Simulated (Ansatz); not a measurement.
# Grüneisen parameters and expansion of Al (Aluminum, Fm-3m), part 2 of 3

Aim: how the vibrations of Aluminum shift with volume, and the expansion that follows.

What experiment has found for this phase:
- volume expansion coefficient 69 1e-6/K and heat capacity C_P per formula unit 24.2 J/mol/K near room temperature (given in “High-Throughput Prediction of Finite-Temperature Properties using the Quasi-Harmonic Approximation”, 2016, arXiv:1603.06924)

Ansatz 0.2.0; DFT PBEsol, scalar-relativistic, plane waves, PAW.

So far. Step 2 (A first coarse run): The start is under -1.9 GPa at this level and looks like a metal on this mesh. Step 4 (Relaxing to small residual forces and stress): The residual pressure is 0.0077 GPa, small enough for phonons.

## 5. Phonons, V/V0 1

The same q-mesh and k-mesh are kept at every volume, so that much of their error can cancel in the differences.

The input, input.yaml:

```yaml
crystal:
  lattice:
    - [0.0, 2.0068996118, 2.0068996118]
    - [2.0068996118, 0.0, 2.0068996118]
    - [2.0068996118, 2.0068996118, 0.0]
  atoms:
    - { symbol: Al, position: [0.0, 0.0, 0.0] }
kpoints:
  mp_grid: { grid: [20, 20, 20] }
hamiltonian:
  xc: pbesol
scf:
  occupations: { method: methfessel_paxton, width: 0.2 }
output:
  eigenvalues: true
phonons:
  method: dfpt
  qmesh: [4, 4, 4]
  temperatures: { t_max: 1000, t_step: 50 }
  qpath:
    path:
      - [[0.0, 0.0, 0.0], [0.5, 0.0, 0.5], [0.625, 0.25, 0.625]]
      - [[0.375, 0.375, 0.75], [0.0, 0.0, 0.0], [0.5, 0.5, 0.5], [0.5, 0.25, 0.75], [0.5, 0.0, 0.5]]
    npoints: 10
```

On the command line:

```bash
$ ansatz run input.yaml --threads 4 --pin off --max-ram 8192MiB --backend cpu --events-out ev --progress --plain --runs-dir out
```

Numbers of over 12 decimals in the logs are rounded to 6 here.

The program printed:

```text
[...]
Crystal: 1 atoms, lattice volume = 16.166 Å³
Basis set: ecut = 420 eV, 331 PW (Γ), exchange–correlation on 40×40×40 points (8 copies of the dense FFT grid, shifted against one another)
Bands: 6, of which v1, the nominal top of the filled ones, is band 2 counted from 1 (1 counted from 0)
Symmetry: 48 space group operations
k-points: 256 of 8000
[...]
SCF iter   1: F=—  HF=-524.547769 eV  |F-HF|=—  |Δ(HF+E_count)|=         —  Δρ=8.13e-4  dr2=5.73e-5  ethr=1.77e-3  ⟨swp⟩=4.6  Hψ=12645  notcnv=0
[...]
SCF iter   6: F=-524.547776 eV  HF=-524.547776 eV  |F-HF|=2.73e-12  |Δ(HF+E_count)|=  4.43e-12  S|Δr|=    0.00e0  Δρ=2.36e-7  dr2=9.18e-12  ethr=1.00e-12  ⟨swp⟩=5.4  Hψ=5047  notcnv=0
SCF 1 converged in 6 iterations: F = -524.547776 eV  dr2 = 9.18e-12
[...]
NSCF: frozen V_eff on 256 k-points
WARN: eigensolver did not converge in 6 slots of this pass, the one above among them; of largest residual over every band (k=111): 1 band(s) unlocked (lowest unlocked band 5, counted from 0; max residual 2.46e-3 eV among the unlocked bands, 2.46e-3 eV over every band); of lowest unlocked band (k=11): band 5
[...]
DFPT response loops at q = (0, 0, 0) (fractional): preconditioner auto → Kerker (q_TF=auto, 2.061 Å⁻¹) (partly filled bands, converged f_vac=0.000); β = 1.00, the filter's whole step (`scf.mixing.beta` (0.50) is not read by the response loops under this deck's `scf.mixing.preconditioner`; to damp them name `kerker` or `kerker_dos`, under which they read `scf.mixing.beta`, and type it under 1.00, their step now; both keys bind the ground state too); Broyden in place of MSR1
[...]
SCF converged after 6 iterations
[...]
Free energy (F): -524.547776 eV
[...]
Internal energy: -524.547436 eV  (E = F + TS)
E sigma→0 (E₀):  -524.547691 eV
Entropy (-TS):   -0.000339 eV (-0.339 meV/atom)
Fermi energy:    8.144353 eV
[...]
--- Band table (eV; the first three rows and the last of 256) ---
[...]
--- Phonons (Γ-DFPT): 1 representative perturbation + reference (Σ response iterations 3) ---
  ASR residual: 1.496e-6 → 0.000e0 eV/Å²; symmetrization residual: 2.202e-15 eV/Å²
  ASR residual per site (eV/Å²): 1.50e-6
  Γ frequencies (cm⁻¹): 0.00 0.00 0.00
--- Phonons (arbitrary-q DFPT): 8 irreducible q on the 4×4×4 mesh ---
  q = [0.0000, 0.0000, 0.0000] (star 1, of the zone-centre solve; hermiticity 5.63e-11, symmetrization 1.47e-9): -0.00 -0.00 0.00
  q = [0.0000, 0.0000, 0.2500] (star 8, 1 solved perturbation on 4200 of 8000 k-point pairs; hermiticity 2.66e-15, symmetrization 6.63e-15): 113.51 113.51 234.93
[...]
q = [0.0000, 0.2500, 0.2500] (star 6, 2 solved perturbations in 3420 linear systems a pass and spin channel, the states on 2210 of 8000 k-point pairs; hermiticity 2.21e-15, symmetrization 1.38e-15): 142.52 142.52 242.04
[...]
sum rule: each row above includes the acoustic sum rule's correction from the zone centre's row sums; it moved no ω² by more than (0.12 cm⁻¹)²
  mesh force constants: q→R imaginary residual 0.00e0; ASR residual 1.496e-6 → 0.000e0 eV/Å²; symmetrization residual 4.441e-15 eV/Å²
  interpolated dispersion: 62 rows × 3 modes
  density of states and harmonic sums: on the 28×28×28 q-mesh, interpolated from the force constants of a 4×4×4 supercell (no non-analytic term)
  largest difference from the sums on the solved wave vectors: F 9.40e-3 eV, S 1.34e-5 and C_V 4.03e-6 eV/K
  zero-point energy: 0.039718 eV/cell   skipped modes (ω ≤ 0): 3   left out of the sums: 4.56e-5 of the cell's modes: C_V's classical limit lies that fraction below 3 k_B per atom; for a crystal, a wire or a layer, F and S can be off by more, and a phonons.interpolated_qmesh denser along its periods is the remedy for the sampling
```

The job ended after 36 s (4 threads of Arm Neoverse V2, shared host; peak memory 1.9 GiB).

This step gave:

* Γ frequencies: 0, 0, 0 cm⁻¹ (negative: imaginary)
* lowest frequency on the path: 0 cm⁻¹
* zero-point energy: 0.03972 eV/cell
* highest frequency: 330.1 cm⁻¹
* Debye temperature from the second moment: 414 K

No LO-TO term. The phonon branches at the labelled points (cm⁻¹):

| point | branch 1 | branch 2 | branch 3 |
| --- | --- | --- | --- |
| Γ | 0 | 0 | 0 |
| halfway | 142 | 142 | 242 |
| X | 200 | 200 | 329 |
| halfway | 199 | 222 | 319 |
| U | 192 | 261 | 293 |
| jump to K | 192 | 261 | 293 |
| halfway | 133 | 173 | 250 |
| Γ | 0 | 0 | 0 |
| halfway | 114 | 114 | 235 |
| L | 143 | 143 | 330 |
| halfway | 176 | 218 | 307 |
| W | 222 | 273 | 273 |
| halfway | 211 | 228 | 310 |
| X | 200 | 200 | 329 |

The phonon branches as a text plot (rows in cm⁻¹):

```
    323 |           ****                        *****         ***
    309 |         **    *                      *     **      *
    296 |        *       **                   *        **   *
    282 |                  ****                          * *
    268 |       *          *   *             *           ***
    254 |                ** *   *                       *
    241 |      *        *                   *          *    **
    227 |              *     **                           **
    213 |    **                  *                    *  *  ***
    199 |           ******     *           *         *  *      **
    186 |         **      **                           *
    172 |   *    *          *   * **                ***
    158 |       *            **                    **
    144 |      *               * *        *    *****
    131 |                       *            **
    117 |  * **                  *  *       *
    103 |                         **     * *
     89 |   *                     **
     76 |                           *     *
     62 | **                        **
     48 |                               **
     34 | *                          *
     21 |                               *
      7 |*                            **
         Γ           X  U|K            Γ         L        W     X
```

Tetrahedra on 28 28 28, mean over bins of 5 cm⁻¹. Table of phonon density of states by wavenumber; read off at these points:

| wavenumber (cm⁻¹) | phonon density of states (1/cm⁻¹/cell) |
| --- | --- |
| 2 | 0 |
| 12 | 2.0e-5 |
| 22 | 1.0e-4 |
| 28 | 1.5e-4 |
| 38 | 2.9e-4 |
| 48 | 4.9e-4 |
| 58 | 7.5e-4 |
| 62 | 8.9e-4 |
| 72 | 0.00127 |
| 82 | 0.00174 |
| 92 | 0.00235 |
| 102 | 0.00314 |
| 108 | 0.00363 |
| 118 | 0.0049 |
| 128 | 0.0068 |
| 138 | 0.0102 |
| 148 | 0.0165 |
| 152 | 0.0170 |
| 162 | 0.0179 |
| 172 | 0.0188 |
| 182 | 0.0197 |
| 188 | 0.0202 |
| 198 | 0.0219 |
| 208 | 0.0156 |
| 218 | 0.0121 |
| 228 | 0.0100 |
| 232 | 0.0101 |
| 242 | 0.00999 |
| 252 | 0.00975 |
| 262 | 0.00906 |
| 272 | 0.006 |
| 278 | 0.00828 |
| 288 | 0.0239 |
| 292 | 0.0255 |
| 298 | 0.0240 |
| 308 | 0.0128 |
| 312 | 0.0100 |
| 322 | 0.0054 |
| 332 | 0 |

Harmonic. Thermo, by row:

| T (K) | F_vib (meV/atom) | S (J/mol-atom/K) | C_V (J/mol-atom/K) |
| --- | --- | --- | --- |
| 0 | 39.72 | 0 | 0 |
| 50 | 39.59 | 1.081 | 3.406 |
| 100 | 37.79 | 6.305 | 12.35 |
| 150 | 32.92 | 12.44 | 17.66 |
| 200 | 25.02 | 17.93 | 20.38 |
| 250 | 14.47 | 22.65 | 21.86 |
| 300 | 1.65 | 26.72 | 22.74 |
| 350 | -13.14 | 30.27 | 23.29 |
| 400 | -29.65 | 33.41 | 23.66 |
| 450 | -47.7 | 36.21 | 23.92 |
| 500 | -67.14 | 38.74 | 24.11 |
| 550 | -87.82 | 41.05 | 24.25 |
| 600 | -109.7 | 43.16 | 24.36 |
| 650 | -132.5 | 45.12 | 24.45 |
| 700 | -156.4 | 46.93 | 24.51 |
| 750 | -181.2 | 48.62 | 24.57 |
| 800 | -206.8 | 50.21 | 24.61 |
| 850 | -233.2 | 51.7 | 24.65 |
| 900 | -260.3 | 53.11 | 24.68 |
| 950 | -288.2 | 54.45 | 24.71 |
| 1000 | -316.8 | 55.72 | 24.73 |

Phonopy on the run's constants, 21x21x21 mesh, Gaussian sigma 2.6 cm⁻¹. Table of modes, Al by wavenumber; read off at these points:

wavenumber (cm⁻¹), modes, Al (1/cm⁻¹/cell) and a bar:
```
    -10.0     0.0000 
      0.0     0.0000 
     10.0     0.0000 
     20.0     0.0000 
     30.0     0.0003 
     40.0     0.0002 
     50.0     0.0011 #
     60.0     0.0006 #
     70.0     0.0013 ##
     80.0     0.0014 ##
     90.0     0.0028 ###
    100.0     0.0024 ###
    110.0     0.0047 ######
    120.0     0.0049 ######
    130.0     0.0072 ########
    140.0     0.0121 ##############
    150.0     0.0165 ###################
    157.1     0.0186 ######################
    160.0     0.0185 ######################
    170.0     0.0180 #####################
    172.9     0.0211 #########################
    180.0     0.0184 ######################
    190.0     0.0212 #########################
    193.3     0.0247 #############################
    200.0     0.0183 #####################
    210.0     0.0157 ###################
    220.0     0.0109 #############
    230.0     0.0088 ##########
    236.2     0.0114 #############
    240.0     0.0104 ############
    250.0     0.0098 ############
    260.0     0.0095 ###########
    270.0     0.0081 ##########
    280.0     0.0111 #############
    290.0     0.0239 ############################
    292.6     0.0255 ##############################
    300.0     0.0199 #######################
    310.0     0.0116 ##############
    320.0     0.0067 ########
    330.0     0.0012 #
    340.0     0.0000
```

No mode is imaginary beyond numerical noise at the solved wavevectors.

## 6. Single point at a scaled cell, V/V0 1.015

Symmetry fixes every atom, so a single point at the scaled cell gives the energy and pressure of this member.

input.yaml, the sections that differ from step 5:

```yaml
crystal:
  lattice:
    - [0.0, 2.0168843514, 2.0168843514]
    - [2.0168843514, 0.0, 2.0168843514]
    - [2.0168843514, 2.0168843514, 0.0]
  atoms:
    - { symbol: Al, position: [0.0, 0.0, 0.0] }
output:
  forces: true
  stress: true
  eigenvalues: true
# kpoints, hamiltonian, scf: as in step 5
# phonons: removed
```

The program printed:

```text
[...]
Crystal: 1 atoms, lattice volume = 16.409 Å³
Basis set: ecut = 420 eV, 331 PW (Γ), exchange–correlation on 40×40×40 points (8 copies of the dense FFT grid, shifted against one another)
Bands: 6, of which v1, the nominal top of the filled ones, is band 2 counted from 1 (1 counted from 0)
Symmetry: 48 space group operations
[...]
k-points: 256 of 8000
[...]
SCF iter   1: F=—  HF=-524.546879 eV  |F-HF|=—  |Δ(HF+E_count)|=         —  Δρ=7.93e-4  dr2=5.63e-5  ethr=1.77e-3  ⟨swp⟩=4.6  Hψ=12619  notcnv=0
[...]
SCF iter   4: F=-524.546902 eV  HF=-524.546902 eV  |F-HF|=4.89e-9  |Δ(HF+E_count)|=   2.73e-8  S|Δr|=    0.00e0  Δρ=9.61e-6  dr2=1.59e-8  ethr=3.33e-9  ⟨swp⟩=4.5  Hψ=5989  notcnv=0
SCF 1 converged in 4 iterations: F = -524.546902 eV  dr2 = 1.59e-8
[...]
SCF converged after 4 iterations
[...]
Free energy (F): -524.546902 eV
[...]
Internal energy: -524.546512 eV  (E = F + TS)
E sigma→0 (E₀):  -524.546804 eV
Entropy (-TS):   -0.000390 eV (-0.390 meV/atom)
Fermi energy:    7.986660 eV
[...]
--- Stress (GPa, compression-positive) ---
       -1.155688       0.000000      -0.000000
       -0.000000      -1.155688       0.000000
        0.000000      -0.000000      -1.155688
  P = ⅓ Tr σ = -1.1557 GPa (-11.557 kbar)
--- Band table (eV; the first three rows and the last of 256) ---
[...]
```

It took 0.4 s on 4 threads; peak memory 0.28 GiB.

This step gave:

```
pressure        : -1.156 GPa
volume per atom : 16.41 Å³
```

The run ends at a pressure of -1.16 GPa.

## 7. Phonons, V/V0 1.015

Phonons at this volume give one point of F(V, T); meshes stay fixed along the series.

input.yaml, the sections that differ from step 6:

```yaml
output:
  eigenvalues: true
phonons:
  method: dfpt
  qmesh: [4, 4, 4]
  temperatures: { t_max: 1000, t_step: 50 }
  qpath:
    path:
      - [[0.0, 0.0, 0.0], [0.5, 0.0, 0.5], [0.625, 0.25, 0.625]]
      - [[0.375, 0.375, 0.75], [0.0, 0.0, 0.0], [0.5, 0.5, 0.5], [0.5, 0.25, 0.75], [0.5, 0.0, 0.5]]
    npoints: 10
# crystal, kpoints, hamiltonian, scf: as in step 6
```

The program printed:

```text
[...]
Crystal: 1 atoms, lattice volume = 16.409 Å³
Basis set: ecut = 420 eV, 331 PW (Γ), exchange–correlation on 40×40×40 points (8 copies of the dense FFT grid, shifted against one another)
Bands: 6, of which v1, the nominal top of the filled ones, is band 2 counted from 1 (1 counted from 0)
Symmetry: 48 space group operations
k-points: 256 of 8000
[...]
E sigma→0 (E₀):  -524.546804 eV
Entropy (-TS):   -0.000390 eV (-0.390 meV/atom)
Fermi energy:    7.986675 eV
[...]
--- Band table (eV; the first three rows and the last of 256) ---
[...]
ASR residual: 1.083e-6 → 0.000e0 eV/Å²; symmetrization residual: 3.590e-15 eV/Å²
  ASR residual per site (eV/Å²): 1.08e-6
  Γ frequencies (cm⁻¹): 0.00 0.00 0.00
--- Phonons (arbitrary-q DFPT): 8 irreducible q on the 4×4×4 mesh ---
[...]
interpolated dispersion: 62 rows × 3 modes
[...]
[key lines of the parts left out:]
SCF converged after 6 iterations
Free energy (F): -524.546902 eV
```

Elapsed: 36 s, on 4 threads; peak memory 1.9 GiB; 2.2 min of CPU time.

No LO-TO term. Phonon branches along the path, in cm⁻¹:

| point | branch 1 | branch 2 | branch 3 |
| --- | --- | --- | --- |
| Γ | 0 | 0 | 0 |
| halfway | 137 | 137 | 236 |
| X | 194 | 194 | 320 |
| halfway | 192 | 215 | 310 |
| U | 186 | 253 | 285 |
| jump to K | 186 | 253 | 285 |
| halfway | 130 | 168 | 243 |
| Γ | 0 | 0 | 0 |
| halfway | 110 | 110 | 229 |
| L | 138 | 138 | 321 |
| halfway | 171 | 212 | 298 |
| W | 216 | 266 | 266 |
| halfway | 204 | 221 | 302 |
| X | 194 | 194 | 320 |

The phonon branches as a text plot (rows in cm⁻¹):

```
    314 |           ****                        *****          **
    301 |         **    *                      *     **      **
    288 |        *       **                   *        **   *
    274 |                  ****                          * *
    261 |       *          *   *             *           ***
    248 |                ** *   *                       *
    234 |      *        *                   *          *    **
    221 |              *     **                           **
    207 |    **                  *                    *  *  ***
    194 |           ******     *           *         *  *      **
    181 |         **      **                           *
    167 |   *    *          *   * **                * *
    154 |       *            **           *        ***
    140 |      *               * *             *****
    127 |                       *            **
    114 |  * **                  *  *       *
    100 |                         **     * *
     87 |   *                     **
     74 |                                 *
     60 | **                        **
     47 |                               **
     33 | *                          *
     20 |                               *
      7 |*                            **
         Γ           X  U|K            Γ         L        W     X
```

No mode is imaginary beyond numerical noise at the solved wavevectors.

## 8. A cell at another volume, V/V0 0.985

Symmetry fixes every atom, so a single point at the scaled cell gives the energy and pressure of this member.

The cell differs from the one that the last finished run ended in (a 2.852 → 2.824 Å, b 2.852 → 2.824 Å, c 2.852 → 2.824 Å).

input.yaml, the sections that differ from step 7:

```yaml
crystal:
  lattice:
    - [0.0, 1.9968145189, 1.9968145189]
    - [1.9968145189, 0.0, 1.9968145189]
    - [1.9968145189, 1.9968145189, 0.0]
  atoms:
    - { symbol: Al, position: [0.0, 0.0, 0.0] }
output:
  forces: true
  stress: true
  eigenvalues: true
  write_density: true
  write_potential: true
  elf: true
  volumetric_format: npy
# kpoints, hamiltonian, scf: as in step 7
# phonons: removed
```

The program printed:

```text
[...]
Crystal: 1 atoms, lattice volume = 15.924 Å³
Basis set: ecut = 420 eV, 331 PW (Γ), exchange–correlation on 40×40×40 points (8 copies of the dense FFT grid, shifted against one another)
Bands: 6, of which v1, the nominal top of the filled ones, is band 2 counted from 1 (1 counted from 0)
Symmetry: 48 space group operations
[...]
k-points: 256 of 8000
[...]
Internal energy: -524.546557 eV  (E = F + TS)
E sigma→0 (E₀):  -524.546756 eV
Entropy (-TS):   -0.000266 eV (-0.266 meV/atom)
Fermi energy:    8.305475 eV
[...]
--- Stress (GPa, compression-positive) ---
        1.276056       0.000000      -0.000000
        0.000000       1.276056      -0.000000
       -0.000000       0.000000       1.276056
  P = ⅓ Tr σ = 1.2761 GPa (12.761 kbar)
--- Band table (eV; the first three rows and the last of 256) ---
[...]
[key lines of the parts left out:]
SCF converged after 3 iterations
Free energy (F): -524.546822 eV
```

The job ended after 0.53 s (4 threads; peak memory 0.28 GiB; 1.6 s of CPU time).

The run ends at a pressure of 1.28 GPa.

## 9. Phonons, V/V0 0.985

Phonons at this volume give one point of F(V, T); meshes stay fixed along the series.

input.yaml, the sections that differ from step 8:

```yaml
output:
  eigenvalues: true
phonons:
  method: dfpt
  qmesh: [4, 4, 4]
  temperatures: { t_max: 1000, t_step: 50 }
  qpath:
    path:
      - [[0.0, 0.0, 0.0], [0.5, 0.0, 0.5], [0.625, 0.25, 0.625]]
      - [[0.375, 0.375, 0.75], [0.0, 0.0, 0.0], [0.5, 0.5, 0.5], [0.5, 0.25, 0.75], [0.5, 0.0, 0.5]]
    npoints: 10
# crystal, kpoints, hamiltonian, scf: as in step 8
```

The program printed:

```text
[...]
Crystal: 1 atoms, lattice volume = 15.924 Å³
Basis set: ecut = 420 eV, 331 PW (Γ), exchange–correlation on 40×40×40 points (8 copies of the dense FFT grid, shifted against one another)
Bands: 6, of which v1, the nominal top of the filled ones, is band 2 counted from 1 (1 counted from 0)
Symmetry: 48 space group operations
k-points: 256 of 8000
[...]
E sigma→0 (E₀):  -524.546756 eV
Entropy (-TS):   -0.000265 eV (-0.265 meV/atom)
Fermi energy:    8.305503 eV
[...]
--- Band table (eV; the first three rows and the last of 256) ---
[...]
ASR residual: 2.266e-7 → 0.000e0 eV/Å²; symmetrization residual: 3.294e-15 eV/Å²
  ASR residual per site (eV/Å²): 2.27e-7
  Γ frequencies (cm⁻¹): 0.00 0.00 0.00
--- Phonons (arbitrary-q DFPT): 8 irreducible q on the 4×4×4 mesh ---
[...]
interpolated dispersion: 62 rows × 3 modes
[...]
[key lines of the parts left out:]
SCF converged after 6 iterations
Free energy (F): -524.546822 eV
```

The job ended after 35 s (4 threads; peak memory 1.8 GiB; 2.1 min of CPU time).

No mode is imaginary beyond numerical noise at the solved wavevectors.

## 10. Single point at a scaled cell, V/V0 1.03

Symmetry fixes every atom, so a single point at the scaled cell gives the energy and pressure of this member.

input.yaml, the sections that differ from step 9:

```yaml
crystal:
  lattice:
    - [0.0, 2.0267711974, 2.0267711974]
    - [2.0267711974, 0.0, 2.0267711974]
    - [2.0267711974, 2.0267711974, 0.0]
  atoms:
    - { symbol: Al, position: [0.0, 0.0, 0.0] }
output:
  forces: true
  stress: true
  eigenvalues: true
# kpoints, hamiltonian, scf: as in step 9
# phonons: removed
```

The program printed:

```text
[...]
Crystal: 1 atoms, lattice volume = 16.651 Å³
Basis set: ecut = 420 eV, 331 PW (Γ), exchange–correlation on 40×40×40 points (8 copies of the dense FFT grid, shifted against one another)
Bands: 6, of which v1, the nominal top of the filled ones, is band 2 counted from 1 (1 counted from 0)
Symmetry: 48 space group operations
[...]
k-points: 256 of 8000
[...]
Internal energy: -524.543917 eV  (E = F + TS)
E sigma→0 (E₀):  -524.544229 eV
Entropy (-TS):   -0.000416 eV (-0.416 meV/atom)
Fermi energy:    7.832447 eV
[...]
--- Stress (GPa, compression-positive) ---
       -2.224413      -0.000000       0.000000
       -0.000000      -2.224413      -0.000000
        0.000000      -0.000000      -2.224413
  P = ⅓ Tr σ = -2.2244 GPa (-22.244 kbar)
--- Band table (eV; the first three rows and the last of 256) ---
[...]
[key lines of the parts left out:]
SCF converged after 4 iterations
Free energy (F): -524.544333 eV
```

Run time: 0.41 s. Hardware: 4 threads; peak memory 0.28 GiB.

The run ends at a pressure of -2.22 GPa.

[end of part 2 of 3]

[Logs are printed without paths, hosts, clocks, repeated set-up lines and the standing remarks that a program may print on its own settings, such as how far it seeks lower states.]

[Hosts, paths, dates, database ids (printed as entryN), source tags and the programs' standing remarks are cut or masked in the printed files.]

[A step with changed settings may run another functional than the one named; its input shows which.]

[Of the runs on displaced cells, only some may be shown.]
